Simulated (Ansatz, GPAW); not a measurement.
# Optical response of TlZnCl3 (model structure)

Wanted: where TlZnCl3 (model structure) starts to absorb, how strongly, and its refractive index. The structure is a model built here, which may or may not match a known phase. It was built so: All Mn replaced by Zn in the Pm-3m structure of MnTlCl3. The cell is first relaxed with Ansatz.

Main program and level: GPAW 26.7.0; DFT, RPBE, plane-wave PAW (GPAW data sets), scalar-relativistic, RPA, optical limit.

### Step 1. The structure

It takes space group Pm-3m (No. 221, cubic). Conventional cell: a = 4.938 Å, b = 4.938 Å, c = 4.938 Å, α = 90.00°, β = 90.00°, γ = 90.00°. Nearest to Tl lie 12 Cl at 3.49 Å. Nearest to Zn lie 6 Cl at 2.47 Å. Nearest to Cl lie 2 Zn at 2.47 Å. All Mn replaced by Zn in the Pm-3m structure of MnTlCl3. Farther neighbours and most contacts between anions are not listed.

### Step 2. Relaxation

Spectra hang on bond lengths, so the cell is first brought to its minimum.

This step: DFT, RPBE, plane-wave PAW, default files, scalar-relativistic, relaxation (Ansatz 0.2.0).

File input.yaml:

```yaml
crystal:
  lattice:
    - [4.93781558, 0.0, 0.0]
    - [0.0, 4.93781558, 0.0]
    - [0.0, 0.0, 4.93781558]
  atoms:
    - { symbol: Tl, position: [0.0, 0.0, 0.0] }
    - { symbol: Zn, position: [0.5, 0.5, 0.5] }
    - { symbol: Cl, position: [0.5, 0.0, 0.5] }
    - { symbol: Cl, position: [0.5, 0.5, 0.0] }
    - { symbol: Cl, position: [0.0, 0.5, 0.5] }
kpoints:
  mp_grid: { grid: [5, 5, 5] }
scf:
  occupations: { method: fermi_dirac, width: 0.05 }
hamiltonian:
  xc: rpbe
output:
  forces: true
  stress: true
relax:
  f_tol: 0.02
  max_steps: 50
  cell: {}
```

On the command line:

```
ansatz run input.yaml --threads 1 --pin off --max-ram 4096MiB --backend cpu --events-out ev --progress --plain --runs-dir out
```

Numbers of over 12 decimals in the logs are rounded to 6 here.

The program printed:

```text
Engine: ansatz 0.2.0, aarch64-unknown-linux-gnu
Pseudopotentials: kind: paw
Pseudopotential: Tl, paw, valence charge 13, recommended cutoff 420 eV (normal), Tl.paw.azcp
Pseudopotential: Zn, paw, valence charge 12, recommended cutoff 420 eV (normal), Zn.paw.azcp
Pseudopotential: Cl, paw, valence charge 7, recommended cutoff 420 eV (normal), Cl.paw.azcp
Functional definition: RPBE
  parameter kappa = 0.804
  parameter beta = 0.066725
  exchange = rpbe_x(kappa = kappa, mu = beta*pi^2/3)
  correlation = pbe_c(beta = beta)
Crystal: 5 atoms, lattice volume = 120.394 Å³
Basis set: ecut = 420 eV, 2373 PW (Γ), exchange–correlation on 72×72×72 points (8 copies of the dense FFT grid, shifted against one another)
Bands: 28, of which v1, the nominal top of the filled ones, is band 23 counted from 1 (22 counted from 0)
Symmetry: 48 space group operations
Space group: Pm-3m (ITA 221), of the structure as read, at distance tolerance 4.9e-5 Å
k-points: 10 of 125
Non-local potential: Tl, projectors of the file, l = 0: 2, l = 1: 2, l = 2: 2, l = 3: 1
Non-local potential: Zn, projectors of the file, l = 0: 2, l = 1: 2, l = 2: 3, l = 3: 1
Non-local potential: Cl, projectors of the file, l = 0: 2, l = 1: 2, l = 2: 2
PAW form: soft (Blöchl's): semilocal exchange-correlation on the pseudo side does not see the compensation charge
PAW frozen core: Tl, regenerated for the run's functional, and the local potential with it (the file was generated under x = pbe(κ = 0.804, μ = 0.219515), c = pbe(β = 0.066725))
PAW frozen core: Zn, regenerated for the run's functional, and the local potential with it (the file was generated under x = pbe(κ = 0.804, μ = 0.219515), c = pbe(β = 0.066725))
PAW frozen core: Cl, regenerated for the run's functional, and the local potential with it (the file was generated under x = pbe(κ = 0.804, μ = 0.219515), c = pbe(β = 0.066725))
PAW one-centre angular grid: Tl, 590 points (default); XC on 64 Gauss nodes
PAW one-centre angular grid: Zn, 590 points (default); XC on 64 Gauss nodes
PAW one-centre angular grid: Cl, 110 points (default); XC on 64 Gauss nodes
Initial density: superposition of atomic densities (neutral atoms: chi_scale 0, normalization atom), corrected by the library's trained network
Initial wavefunctions: pseudopotential atomic-orbital guess
Functional: x = rpbe, c = pbe(β = 0.066725)
SCF iter   1: F=—  HF=-18038.373046 eV  |F-HF|=—  |Δ(HF+E_count)|=         —  Δρ=3.74e-3  dr2=1.32e-2  ethr=1.77e-3  ⟨swp⟩=8.2  Hψ=1351  notcnv=0
preconditioner: auto → Resta (q_TF=auto, 2.324 Å⁻¹)  ε∞=4.9  [insulator: Δε(μ)=1.841 eV  Ē_g=11.677 eV  σ=0.050 eV  W_gap=1.00  n_scr=26 (ndim 8)  ℏωp=23.0 eV  f_vac=0.017  D(μ)=0.00/eV (n_scr^D=0)  ε∞_Penn≈4.9]
SCF iter   2: F=—  HF=-18038.369920 eV  |F-HF|=—  |Δ(HF+E_count)|=   3.13e-3  Δρ=1.52e-3  dr2=2.80e-3  ethr=2.86e-5  ⟨swp⟩=2.7  Hψ=579  notcnv=0
SCF iter   3: F=—  HF=-18038.369801 eV  |F-HF|=—  |Δ(HF+E_count)|=   1.19e-4  Δρ=9.88e-4  dr2=6.49e-4  ethr=6.08e-6  ⟨swp⟩=2.7  Hψ=531  notcnv=0
SCF iter   4: F=—  HF=-18038.369725 eV  |F-HF|=—  |Δ(HF+E_count)|=   7.61e-5  Δρ=2.51e-4  dr2=5.33e-5  ethr=1.41e-6  ⟨swp⟩=2.2  Hψ=408  notcnv=0
SCF iter   5: F=—  HF=-18038.369770 eV  |F-HF|=—  |Δ(HF+E_count)|=   4.50e-5  Δρ=5.17e-5  dr2=3.05e-6  ethr=1.16e-7  ⟨swp⟩=2.0  Hψ=501  notcnv=0
SCF iter   6: F=—  HF=-18038.369782 eV  |F-HF|=—  |Δ(HF+E_count)|=   1.19e-5  Δρ=1.44e-5  dr2=4.40e-7  ethr=6.64e-9  ⟨swp⟩=2.0  Hψ=501  notcnv=0
SCF iter   7: F=-18038.369783 eV  HF=-18038.369783 eV  |F-HF|=7.01e-8  |Δ(HF+E_count)|=   1.48e-6  Δρ=4.46e-6  dr2=4.07e-8  ethr=2.17e-10  ⟨swp⟩=5.0  Hψ=1082  notcnv=0
SCF 1 converged in 7 iterations: F = -18038.369783 eV  dr2 = 4.07e-8
  greatest PAW one-centre occupation: 0.988 electrons in one spin orbital (limit 2), on the Zn atom at site 1 (counted from 0), in its partial waves of l = 2
relax step   1: F+E_penalty+E_count = -18038.36978307 eV  Δ(F+E_penalty+E_count) = +0.000e0 eV  max|allowed force component| = 1.083e-29 eV/Å  Δτ_max = 0.0000 Å  P = +3.380 GPa  Ω = 120.394 Å³  (7 SCF iters, dr2 threshold 1.00e-7 eV, accepted)
Crystal: 5 atoms, lattice volume = 127.087 Å³
Basis set: ecut = 420 eV, 2517 PW (Γ), exchange–correlation on 72×72×72 points (8 copies of the dense FFT grid, shifted against one another)
Initial density: handed on by an earlier stage of this run
Initial wavefunctions: those handed on with the density
iter 1 solved again at ethr=2.40e-5 eV; its pass at ethr=3.10e-3 eV (dr2=1.10e-2 eV) is discarded
SCF iter   1: F=—  HF=-18038.467120 eV  |F-HF|=—  |Δ(HF+E_count)|=         —  Δρ=2.05e-3  dr2=1.08e-2  ethr=2.40e-5  ⟨swp⟩=1.0  Hψ=1471  notcnv=0
preconditioner: auto → Resta (q_TF=auto, 2.303 Å⁻¹)  ε∞=4.8  [insulator: Δε(μ)=1.657 eV  Ē_g=11.437 eV  σ=0.050 eV  W_gap=1.00  n_scr=26 (ndim 8)  ℏωp=22.3 eV  f_vac=0.023  D(μ)=0.00/eV (n_scr^D=0)  ε∞_Penn≈4.8]
SCF iter   2: F=—  HF=-18038.463741 eV  |F-HF|=—  |Δ(HF+E_count)|=   3.38e-3  Δρ=1.06e-3  dr2=2.69e-3  ethr=2.35e-5  ⟨swp⟩=2.1  Hψ=392  notcnv=0
SCF iter   3: F=—  HF=-18038.462898 eV  |F-HF|=—  |Δ(HF+E_count)|=   8.43e-4  Δρ=5.99e-4  dr2=7.90e-4  ethr=5.84e-6  ⟨swp⟩=2.0  Hψ=406  notcnv=0
SCF iter   4: F=—  HF=-18038.462655 eV  |F-HF|=—  |Δ(HF+E_count)|=   2.44e-4  Δρ=2.96e-4  dr2=1.21e-4  ethr=1.72e-6  ⟨swp⟩=2.0  Hψ=450  notcnv=0
SCF iter   5: F=—  HF=-18038.462635 eV  |F-HF|=—  |Δ(HF+E_count)|=   1.99e-5  Δρ=6.05e-5  dr2=5.32e-6  ethr=2.62e-7  ⟨swp⟩=2.5  Hψ=586  notcnv=0
SCF iter   6: F=-18038.462643 eV  HF=-18038.462643 eV  |F-HF|=5.87e-7  |Δ(HF+E_count)|=   7.81e-6  Δρ=1.61e-5  dr2=2.35e-7  ethr=1.09e-9  ⟨swp⟩=3.0  Hψ=1263  notcnv=0
SCF 2 converged in 6 iterations: F = -18038.462643 eV  dr2 = 2.35e-7
relax step   2: F+E_penalty+E_count = -18038.46264325 eV  Δ(F+E_penalty+E_count) = -9.286e-2 eV  max|allowed force component| = 4.602e-30 eV/Å  Δτ_max = 0.0000 Å  P = +1.255 GPa  Ω = 127.087 Å³  energy of the carried Pulay correction = -1.768e-3 eV  (6 SCF iters, dr2 threshold 5.00e-7 eV, accepted)
Crystal: 5 atoms, lattice volume = 131.396 Å³
Basis set: ecut = 420 eV, 2553 PW (Γ), exchange–correlation on 72×72×72 points (8 copies of the dense FFT grid, shifted against one another)
iter 1 solved again at ethr=9.12e-6 eV; its pass at ethr=3.10e-3 eV (dr2=4.20e-3 eV) is discarded
SCF iter   1: F=—  HF=-18038.482263 eV  |F-HF|=—  |Δ(HF+E_count)|=         —  Δρ=1.29e-3  dr2=4.30e-3  ethr=9.12e-6  ⟨swp⟩=2.3  Hψ=1604  notcnv=0
preconditioner: auto → Resta (q_TF=auto, 2.290 Å⁻¹)  ε∞=4.8  [insulator: Δε(μ)=1.522 eV  Ē_g=11.332 eV  σ=0.050 eV  W_gap=1.00  n_scr=26 (ndim 8)  ℏωp=22.0 eV  f_vac=0.030  D(μ)=0.00/eV (n_scr^D=0)  ε∞_Penn≈4.8]
SCF iter   2: F=—  HF=-18038.480916 eV  |F-HF|=—  |Δ(HF+E_count)|=   1.35e-3  Δρ=6.38e-4  dr2=1.04e-3  ethr=9.12e-6  ⟨swp⟩=2.2  Hψ=412  notcnv=0
SCF iter   3: F=—  HF=-18038.480584 eV  |F-HF|=—  |Δ(HF+E_count)|=   3.32e-4  Δρ=3.82e-4  dr2=3.25e-4  ethr=2.26e-6  ⟨swp⟩=2.0  Hψ=414  notcnv=0
SCF iter   4: F=—  HF=-18038.480457 eV  |F-HF|=—  |Δ(HF+E_count)|=   1.27e-4  Δρ=1.76e-4  dr2=5.11e-5  ethr=7.07e-7  ⟨swp⟩=2.0  Hψ=422  notcnv=0
SCF iter   5: F=—  HF=-18038.480465 eV  |F-HF|=—  |Δ(HF+E_count)|=   7.96e-6  Δρ=3.56e-5  dr2=1.84e-6  ethr=1.11e-7  ⟨swp⟩=2.4  Hψ=527  notcnv=0
SCF iter   6: F=-18038.480468 eV  HF=-18038.480468 eV  |F-HF|=2.25e-7  |Δ(HF+E_count)|=   2.95e-6  Δρ=9.86e-6  dr2=9.12e-8  ethr=1.09e-9  ⟨swp⟩=4.8  Hψ=1078  notcnv=0
SCF 3 converged in 6 iterations: F = -18038.480468 eV  dr2 = 9.12e-8
relax step   3: F+E_penalty+E_count = -18038.48046843 eV  Δ(F+E_penalty+E_count) = -1.783e-2 eV  max|allowed force component| = 3.203e-29 eV/Å  Δτ_max = 0.0000 Å  P = +0.183 GPa  Ω = 131.396 Å³  energy of the carried Pulay correction = -2.827e-3 eV  (6 SCF iters, dr2 threshold 5.00e-7 eV, accepted)
[...]
relax step   4: F+E_penalty+E_count = -18038.48075149 eV  Δ(F+E_penalty+E_count) = -2.831e-4 eV  max|allowed force component| = 2.745e-29 eV/Å  Δτ_max = 0.0000 Å  P = +0.013 GPa  Ω = 132.159 Å³  energy of the carried Pulay correction = -3.008e-3 eV  (5 SCF iters, dr2 threshold 8.33e-8 eV, accepted)
Initial wavefunctions: pseudopotential atomic-orbital guess (no wavefunctions were taken with the density)
iter 1 solved again at ethr=1.33e-7 eV; its pass at ethr=3.10e-3 eV (dr2=6.10e-5 eV) is discarded
SCF iter   1: F=—  HF=-18038.476790 eV  |F-HF|=—  |Δ(HF+E_count)|=         —  Δρ=3.96e-4  dr2=9.95e-6  ethr=1.33e-7  ⟨swp⟩=3.0  Hψ=2035  notcnv=0
preconditioner: auto → Resta (q_TF=auto, 2.288 Å⁻¹)  ε∞=4.7  [insulator: Δε(μ)=1.466 eV  Ē_g=11.327 eV  σ=0.050 eV  W_gap=1.00  n_scr=26 (ndim 8)  ℏωp=21.9 eV  f_vac=0.027  D(μ)=0.00/eV (n_scr^D=0)  ε∞_Penn≈4.7]
SCF iter   2: F=—  HF=-18038.481902 eV  |F-HF|=—  |Δ(HF+E_count)|=   5.11e-3  Δρ=2.44e-4  dr2=1.61e-5  ethr=2.16e-8  ⟨swp⟩=2.1  Hψ=524  notcnv=0
SCF iter   3: F=—  HF=-18038.483331 eV  |F-HF|=—  |Δ(HF+E_count)|=   1.43e-3  Δρ=8.81e-5  dr2=8.10e-7  ethr=2.16e-8  ⟨swp⟩=2.0  Hψ=391  notcnv=0
SCF iter   4: F=—  HF=-18038.483641 eV  |F-HF|=—  |Δ(HF+E_count)|=   3.10e-4  Δρ=6.63e-6  dr2=3.23e-8  ethr=1.76e-9  ⟨swp⟩=2.0  Hψ=510  notcnv=0
SCF iter   5: F=—  HF=-18038.483641 eV  |F-HF|=—  |Δ(HF+E_count)|=   3.71e-7  Δρ=2.45e-6  dr2=2.86e-9  ethr=7.03e-11  ⟨swp⟩=2.0  Hψ=500  notcnv=0
SCF iter   6: F=—  HF=-18038.483641 eV  |F-HF|=—  |Δ(HF+E_count)|=   3.06e-8  Δρ=1.19e-6  dr2=1.15e-9  ethr=6.23e-12  ⟨swp⟩=2.0  Hψ=486  notcnv=0
SCF iter   7: F=—  HF=-18038.483641 eV  |F-HF|=—  |Δ(HF+E_count)|=   3.76e-8  Δρ=2.69e-7  dr2=1.69e-10  ethr=2.49e-12  ⟨swp⟩=2.0  Hψ=510  notcnv=0
SCF iter   8: F=-18038.483641 eV  HF=-18038.483641 eV  |F-HF|=6.55e-11  |Δ(HF+E_count)|=  6.88e-10  Δρ=6.93e-8  dr2=8.78e-12  ethr=1.00e-12  ⟨swp⟩=4.7  Hψ=1020  notcnv=0
SCF 5 converged in 8 iterations: F = -18038.483641 eV  dr2 = 8.78e-12
relax step   5: F+E_penalty+E_count = -18038.48364128 eV  Δ(F+E_penalty+E_count) = -2.890e-3 eV  max|allowed force component| = 5.080e-29 eV/Å  Δτ_max = 0.0000 Å  P = +0.008 GPa  Ω = 132.159 Å³  stress off target by 8.22e-3 GPa  SCF on the basis re-selected at this cell (its energy is not comparable with the rows above)  (8 SCF iters)
basis re-selected at this cell: Δ(F+E_penalty+E_count) = -2.890e-3 eV, ΔP = -0.005 GPa vs the last step (what re-selecting the basis moved, of the pressure what is left beyond the Pulay correction that the steps carried, after the strain that the cell walked since its last selection, with what the two solves' SCF thresholds leave and, on support functions, any second-order correction that the steps lacked; it is no m [...]
SCF converged after 8 iterations
Free energy (F): -18038.483641 eV
Harris-Foulkes:  -18038.483641 eV  (|F-HF|=6.55e-11)
Internal energy: -18038.483641 eV  (E = F + TS)
E sigma→0 (E₀):  -18038.483641 eV
Entropy (-TS):   -0.000000 eV (-0.000 meV/atom)
Fermi energy:    3.743730 eV
--- Per-component energies (eV) ---
  E_band       = -112.030628
  E_kinetic    = 942.484895
  E_local      = -3847.694064  (includes V_loc(G=0)·N_el)
  E_nonlocal   = 1021.519434
  E_hartree    = 1496.226094
  E_xc         = -689.052637
  E_vxc        = -555.923532  (∫ρ·V_xc dr)
  E_paw        = -14003.415141  (= ΣΔE_a)
  E_vpaw       = -664.869523  (= ΣTr[D̂ρ^β])
  E_aug_tail   = -0.000049  (compensation charges beyond the density's cutoff)
  E_ewald      = -2958.451417
  E_core_change = -0.100756  (= ΣΔE_core)
  E_smearing   = -0.000000  (= −TS)
  E_closure    = -0.000000  (closes the sum)
  Σ components = -18038.483641   (vs F -18038.483641, Δ=0.00e0)
--- Forces (eV/Å), atoms counted from 1 ---
  atom   1  Tl     0.00000000    -0.00000000    -0.00000000
  atom   2  Zn     0.00000000    -0.00000000     0.00000000
  atom   3  Cl     0.00000000    -0.00000000     0.00000000
  atom   4  Cl    -0.00000000    -0.00000000     0.00000000
  atom   5  Cl    -0.00000000     0.00000000    -0.00000000
  max |Σ_I F_I| component: 4.05e-29 eV/Å
--- Stress (GPa, compression-positive) ---
        0.008220      -0.000000      -0.000000
       -0.000000       0.008220       0.000000
       -0.000000       0.000000       0.008220
  P = ⅓ Tr σ = 0.0082 GPa (0.082 kbar)
--- Relaxed structure (4 steps of the walk, 4 accepted, 1 SCFs on fresh bases) ---
  F+E_penalty+E_count = -18038.48364128 eV   max|allowed force component| = 5.080e-29 eV/Å   (the final SCF, on the basis selected at the relaxed cell)
  cell:  # Å, volume = 132.1593 Å³
    - [5.093691, 0, 0]
    - [0, 5.093691, 0]
    - [0, 0, 5.093691]
  atoms:
    - { symbol: Tl, position: [0, 0, 0] }
    - { symbol: Zn, position: [0.500000, 0.500000, 0.500000] }
    - { symbol: Cl, position: [0.500000, 0, 0.500000] }
    - { symbol: Cl, position: [0.500000, 0.500000, 0] }
    - { symbol: Cl, position: [0, 0.500000, 0.500000] }
```

Wall time 9.6 s (1 thread of Arm Neoverse V2, shared host); peak memory 0.38 GiB.

The steps of the relaxation:

```tsv
step	energy less that of the first step (eV)	largest force component (eV/Å)	pressure (GPa)	volume (Å³)
1	0.0000	0.0000	3.38	120.39
2	-0.0929	0.0000	1.25	127.09
3	-0.1107	0.0000	0.18	131.40
4	-0.1110	0.0000	0.01	132.16
5*	-0.1139	0.0000	0.01	132.16
```

Relaxation steps marked * repeat the geometry before them on a plane-wave basis chosen anew for their cell, so energy and pressure can jump there.

The run keeps the 48 symmetry operations that it works with, so distortions that break them were not tested.

```tsv
conventional cell, symmetrised	before	after	change
a (Å)	4.938	5.094	+3.2 %
b (Å)	4.938	5.094	+3.2 %
c (Å)	4.938	5.094	+3.2 %
volume (Å³/atom)	24.08	26.43	+9.8 %
```

Final coordinates:

```xyz
5
Lattice="5.0937 0.0000 0.0000 0.0000 5.0937 0.0000 0.0000 0.0000 5.0937" Properties=species:S:1:pos:R:3 pbc="T T T"
Tl    0.0000    0.0000    0.0000
Zn    2.5468    2.5468    2.5468
Cl    2.5468    0.0000    2.5468
Cl    2.5468    2.5468    0.0000
Cl    0.0000    2.5468    2.5468
```

The relaxation ends with a pressure of 0.01 GPa.

[end of part 1 of 3]

[Machine, clock and banner lines and Python warnings are left out of the logs.]

[Logs are printed without paths, hosts, clocks, repeated set-up lines and the standing remarks that a program may print on its own settings, such as how far it seeks lower states.]

[Hosts, paths, dates, database ids (printed as entryN), source tags and the programs' standing remarks are cut or masked in the printed files.]
